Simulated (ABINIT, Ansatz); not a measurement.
# YBiS3 (Pm-3m): zone-centre phonons, part 4 of 4

Which modes does YBiS3 (Pm-3m) have at the zone centre?

ABINIT 10.8.3; DFT LDA, scalar-relativistic, plane waves, PseudoDojo norm-conserving pseudopotentials.

So far. Step 4 (Linear response at Γ): The acoustic modes at Γ come out as far as 3.1 cm⁻¹ from zero, where they should vanish, a small numerical error. The lowest optical mode is imaginary, 178i cm⁻¹, an instability at this level and on this k mesh. Step 5 (Modes with the sum rule): The rule moves no optical mode by more than 0.3 cm⁻¹.

The structure was built from a prototype and need not be the compound's stable phase.

**6. Cross-check with Ansatz**

The same cell goes through another code at the same cutoff. The files are of one family, but Ansatz's library holds files of its own making for some heavy elements, so those for Bi may differ.

This step: DFT LDA, scalar-relativistic, plane waves, norm-conserving pseudopotentials of its library (PseudoDojo's, some remade) (Ansatz 0.2.0).

Input file input.yaml:

```yaml
crystal:
  lattice:
    - [5.0637175148, 0.0, 0.0]
    - [0.0, 5.0637175148, 0.0]
    - [0.0, 0.0, 5.0637175148]
  atoms:
    - { symbol: Bi, position: [0.0, 0.0, 0.0] }
    - { symbol: "Y", position: [0.5, 0.5, 0.5] }
    - { symbol: S, position: [0.5, 0.5, 0.0] }
    - { symbol: S, position: [0.5, 0.0, 0.5] }
    - { symbol: S, position: [0.0, 0.5, 0.5] }
kpoints:
  mp_grid: { grid: [6, 6, 6] }
hamiltonian:
  xc: lda
  pseudopotentials: { kind: nc, accuracy: standard }
scf:
  occupations: { method: gaussian, width: 0.27211 }
output:
  eigenvalues: true
basis:
  ecutwfc: 843.553
phonons:
  method: dfpt
```

Command:

```bash
> ansatz run input.yaml --threads 4 --pin off --max-ram 8192MiB --backend cpu --events-out ev --progress --plain --runs-dir out
```

Log:

```text
Warning: basis.ecutwfc = 843.553 eV is below the records' recommended 979.609905 eV, and the density's cutoff is lower with it unless basis.ecutrho_ratio is high enough to keep the records' density cutoff: compare with a run at a higher cutoff
zone centre: on kpoints.mp_grid the ground state, and the responses unless they are solved on pairs of k-points, stand on 64 of the mesh's 216 k-points, reduced under 8 symmetry operations, with k and −k counted as one. Each operation leaves every solved displacement unchanged or reverses it
Engine: ansatz 0.2.0, aarch64-unknown-linux-gnu
Pseudopotentials: kind: nc
Pseudopotential: Bi, nc, valence charge 15, recommended cutoff 952.398519 eV (normal), Bi.nc.azcp (PseudoDojo's, or run here from an input of PseudoDojo's; its table is named by hamiltonian.pseudopotentials.accuracy)
Pseudopotential: Y, nc, valence charge 11, recommended cutoff 979.609905 eV (normal), Y.nc.azcp (PseudoDojo's, or run here from an input of PseudoDojo's; its table is named by hamiltonian.pseudopotentials.accuracy)
Pseudopotential: S, nc, valence charge 6, recommended cutoff 734.707429 eV (normal), S.nc.azcp (PseudoDojo's, or run here from an input of PseudoDojo's; its table is named by hamiltonian.pseudopotentials.accuracy)
Functional definition: SPW92
  exchange = slater_x
  correlation = pw_c
Crystal: 5 atoms, lattice volume = 129.840 Å³
Basis set: ecut = 843.553 eV, 7123 PW (Γ), exchange–correlation on 96×96×96 points (8 copies of the dense FFT grid, shifted against one another)
Bands: 27, of which v1, the nominal top of the filled ones, is band 22 counted from 1 (21 counted from 0)
Symmetry: 48 space group operations
k-points: 64 of 216 (irreducible under 8 space group operations)
Non-local potential: Bi, projectors of the file, l = 0: 2, l = 1: 2, l = 2: 2, l = 3: 2
Non-local potential: Y, projectors of the file, l = 0: 2, l = 1: 2, l = 2: 2
Non-local potential: S, projectors of the file, l = 0: 2, l = 1: 2, l = 2: 2
Initial density: superposition of atomic densities (chi_scale 0.1, normalization cell, long waves kept (reshape's long-wave potential 0.00 eV rms))
Initial wavefunctions: pseudopotential atomic-orbital guess
Functional: x = slater, c = lda
SCF iter   1: F=—  HF=-4243.896063 eV  |F-HF|=—  |Δ(HF+E_count)|=         —  Δρ=5.12e-2  dr2=1.41e1  ethr=3.10e-3  ⟨swp⟩=7.8  Hψ=8668  notcnv=0
preconditioner: auto → Resta (q_TF=auto, 2.278 Å⁻¹)  ε∞=5.9  [insulator: Δε(μ)=0.879 eV  Ē_g=7.544 eV  σ=0.272 eV  W_gap=0.98  n_scr=26 (ndim 8)  ℏωp=16.6 eV  f_vac=0.000  D(μ)=0.04/eV (n_scr^D=0)  ε∞_Penn≈5.9]
SCF iter   2: F=—  HF=-4240.353849 eV  |F-HF|=—  |Δ(HF+E_count)|=    3.54e0  Δρ=2.52e-2  dr2=3.22e0  ethr=3.10e-3  ⟨swp⟩=3.3  Hψ=3704  notcnv=0  defer=19
preconditioner: auto → Kerker (q_TF=auto, 2.278 Å⁻¹)  [metal: Δε(μ)=0.158 eV  Ē_g=7.157 eV  σ=0.272 eV  W_gap=0.32  n_scr=26 (ndim 8)  ℏωp=16.6 eV  f_vac=0.000  D(μ)=1.03/eV (n_scr^D=0)]
SCF iter   3: F=—  HF=-4239.732422 eV  |F-HF|=—  |Δ(HF+E_count)|=   6.21e-1  Δρ=1.90e-2  dr2=1.40e0  ethr=3.10e-3  ⟨swp⟩=3.2  Hψ=3330  notcnv=0  defer=17
SCF iter   4: F=—  HF=-4239.549408 eV  |F-HF|=—  |Δ(HF+E_count)|=   1.83e-1  Δρ=4.69e-3  dr2=7.34e-2  ethr=3.10e-3  ⟨swp⟩=1.8  Hψ=2060  notcnv=0  defer=5
SCF iter   5: F=—  HF=-4239.538866 eV  |F-HF|=—  |Δ(HF+E_count)|=   1.05e-2  Δρ=1.26e-3  dr2=5.77e-3  ethr=1.67e-4  ⟨swp⟩=2.0  Hψ=2327  notcnv=0  defer=5
SCF iter   6: F=—  HF=-4239.537976 eV  |F-HF|=—  |Δ(HF+E_count)|=   8.90e-4  Δρ=5.54e-4  dr2=9.10e-4  ethr=1.31e-5  ⟨swp⟩=1.4  Hψ=1862  notcnv=0  defer=5
SCF iter   7: F=—  HF=-4239.537871 eV  |F-HF|=—  |Δ(HF+E_count)|=   1.04e-4  Δρ=2.28e-4  dr2=2.12e-4  ethr=2.07e-6  ⟨swp⟩=2.1  Hψ=2410  notcnv=0  defer=5
SCF iter   8: F=—  HF=-4239.537855 eV  |F-HF|=—  |Δ(HF+E_count)|=   1.67e-5  Δρ=1.49e-4  dr2=9.70e-5  ethr=4.81e-7  ⟨swp⟩=1.0  Hψ=1723  notcnv=0  defer=5
SCF iter   9: F=—  HF=-4239.537848 eV  |F-HF|=—  |Δ(HF+E_count)|=   6.75e-6  Δρ=6.05e-5  dr2=1.68e-5  ethr=2.20e-7  ⟨swp⟩=1.0  Hψ=1723  notcnv=0  defer=5
SCF iter  10: F=—  HF=-4239.537848 eV  |F-HF|=—  |Δ(HF+E_count)|=   9.12e-8  Δρ=4.86e-6  dr2=9.97e-8  ethr=3.81e-8  ⟨swp⟩=1.2  Hψ=1735  notcnv=0  defer=5
SCF iter  11: F=—  HF=-4239.538028 eV  |F-HF|=—  |Δ(HF+E_count)|=   1.80e-4  Δρ=1.61e-6  dr2=4.75e-9  ethr=2.27e-10  ⟨swp⟩=2.6  Hψ=2880  notcnv=0  defer=5
SCF iter  12: F=—  HF=-4239.538028 eV  |F-HF|=—  |Δ(HF+E_count)|=   1.39e-9  Δρ=2.60e-7  dr2=1.31e-10  ethr=1.08e-11  ⟨swp⟩=2.0  Hψ=3064  notcnv=0  defer=5
SCF iter  13: F=—  HF=-4239.538028 eV  |F-HF|=—  |Δ(HF+E_count)|=  2.00e-11  Δρ=8.44e-8  dr2=1.38e-11  ethr=1.00e-12  ⟨swp⟩=1.2  Hψ=1745  notcnv=0  defer=5
SCF iter  14: F=-4239.538028 eV  HF=-4239.538028 eV  |F-HF|=9.09e-13  |Δ(HF+E_count)|=  3.64e-12  Δρ=1.71e-8  dr2=3.93e-13  ethr=1.00e-12  ⟨swp⟩=8.8  Hψ=10218  notcnv=0
SCF 1 converged in 14 iterations: F = -4239.538028 eV  dr2 = 3.93e-13
DFPT response loops at Γ: preconditioner auto → Kerker (q_TF=auto, 2.278 Å⁻¹) (partly filled bands, converged f_vac=0.000); β = 1.00, the filter's whole step (`scf.mixing.beta` (0.50) is not read by the response loops under this deck's `scf.mixing.preconditioner`; to damp them name `kerker` or `kerker_dos`, under which they read `scf.mixing.beta`, and type it under 1.00, their step now; both keys bind the ground state too); Broyden in place of MSR1
SCF converged after 14 iterations
Free energy (F): -4239.538028 eV
Harris-Foulkes:  -4239.538028 eV  (|F-HF|=9.09e-13)
Internal energy: -4239.409834 eV  (E = F + TS)
E sigma→0 (E₀):  -4239.473931 eV
Entropy (-TS):   -0.128194 eV (-25.639 meV/atom)
Fermi energy:    6.676363 eV
--- Per-component energies (eV) ---
  E_band       = -273.202863
  E_kinetic    = 1694.407783
  E_local      = -2629.384873  (includes V_loc(G=0)·N_el)
  E_nonlocal   = -175.455335
  E_hartree    = 807.489602
  E_xc         = -1048.489717
  E_vxc        = -777.749656  (∫ρ·V_xc dr)
  E_ewald      = -2887.977295
  E_smearing   = -0.128194  (= −TS)
  E_closure    = -0.000000  (closes the sum)
  Σ components = -4239.538028   (vs F -4239.538028, Δ=0.00e0)
--- Band table (eV; the first three rows and the last of 64) ---
  k-point 0: bands = [... 18 lower, 5.7296, 6.3569, 6.3569, 6.3569, 8.5385, 8.5385, 8.5385, 9.0854, ... 1 higher]
  k-point 1: bands = [... 18 lower, 5.6130, 5.7639, 6.2991, 6.2991, 7.9351, 8.3133, 8.3133, 9.1206, ... 1 higher]
  k-point 2: bands = [... 18 lower, 5.1431, 5.4021, 6.3559, 6.3559, 6.8914, 7.8673, 7.8673, 9.1948, ... 1 higher]
  k-point 63: bands = [... 18 lower, 3.9737, 6.8527, 6.8527, 6.8527, 8.3160, 8.3160, 8.3160, 12.9017, ... 1 higher]
--- Phonons (Γ-DFPT): 4 representative perturbations + reference, on 64 of 216 k-points (Σ response iterations 14) ---
  k mesh reduced under 8 symmetry operations, with k and −k counted as one. Each operation leaves every solved displacement unchanged or reverses it
  ASR residual: 7.159e-5 → 0.000e0 eV/Å²; symmetrization residual: 1.169e-5 eV/Å²
  ASR residual per site (eV/Å²): 7.16e-5 6.16e-6 5.87e-5 5.87e-5 5.87e-5
  Γ frequencies (cm⁻¹): -178.28 -178.28 -178.28 -169.22 -169.22 -169.22 -66.06 -66.06 -66.06 0.00 0.00 0.00 420.49 420.49 420.49
  non-analytic LO–TO correction: not included (Born effective charges unavailable; polar crystals: no LO–TO splitting at Γ)
```

Wall time 78 s (4 threads of Arm Neoverse V1, shared host); peak memory 2.3 GiB.

This step gave:

- sum-rule residual before enforcement: 7.16e-5 eV/Å²
- highest optical zone-centre mode (no LO-TO term): 420.5 cm⁻¹
- lowest optical zone-centre mode: -178.3 cm⁻¹

**7. The two compared: ABINIT PseudoDojo and Ansatz, library NC**

Numbers from this step:

- root-mean-square difference: 0.2 cm⁻¹
- largest difference: 0.32 cm⁻¹

The 12 of 12 modes that differ most. Frequencies side by side:

```
q (reciprocal lattice)  mode  ABINIT PseudoDojo (cm⁻¹)  Ansatz, library NC (cm⁻¹)
                 0 0 0     1                    -178.1                     -178.3
                 0 0 0     2                    -178.1                     -178.3
                 0 0 0     3                    -178.1                     -178.3
                 0 0 0     4                    -168.9                     -169.2
                 0 0 0     5                    -168.9                     -169.2
                 0 0 0     6                    -168.9                     -169.2
                 0 0 0     7                    -66.16                     -66.06
                 0 0 0     8                    -66.16                     -66.06
                 0 0 0     9                    -66.16                     -66.06
                 0 0 0    13                     420.4                      420.5
                 0 0 0    14                     420.4                      420.5
                 0 0 0    15                     420.4                      420.5
```

At the zone centre the largest difference (acoustic modes at Γ apart) is 0.08 % of the highest mode.

**8. Results**

| Quantity | Value |
| --- | --- |
| space group after relaxation | Pm-3m |
| volume per atom | 26.0 Å³ |
| highest optical zone-centre mode (no LO-TO term) | 420.4 cm⁻¹ |
| lowest optical zone-centre mode | -178.1 cm⁻¹ |
| imaginary optical modes at the zone centre (no q mesh in this session) | yes |
| largest difference from Ansatz, library NC | 0.32 cm⁻¹ |

At the LDA level the optical modes of YBiS3 (Pm-3m) at the zone centre run from 178i to 420 cm⁻¹, so the structure is a saddle point, with 9 modes beyond 10i cm⁻¹ there. ABINIT PseudoDojo and Ansatz, library NC agree to 0.32 cm⁻¹ (0.08 % of the highest mode compared) on all solved modes but the acoustic ones at Γ, without the LO-TO term. These are harmonic frequencies at zero temperature: anharmonic shifts and linewidths and thermal expansion are left out. Spin-orbit coupling is left out, which can matter for the heavy elements here. In a metal the frequencies hang on the k mesh and the smearing, most of all near Kohn anomalies. Ansatz warns that the cutoff lies 14 % under the one recommended for these files; agreement at one cutoff is not convergence. The total energies of the two programs lie far apart, so at least one potential file in Ansatz's library differs from the published one read by the first program. The structure is a hypothetical one, built on a prototype.

[Host names and launcher messages were left out of these logs when they were recorded.]

[Logs are printed without paths, hosts, clocks, repeated set-up lines and the standing remarks that a program may print on its own settings, such as how far it seeks lower states.]

[Hosts, paths, dates, database ids (printed as entryN), source tags and the programs' standing remarks are cut or masked in the printed files.]
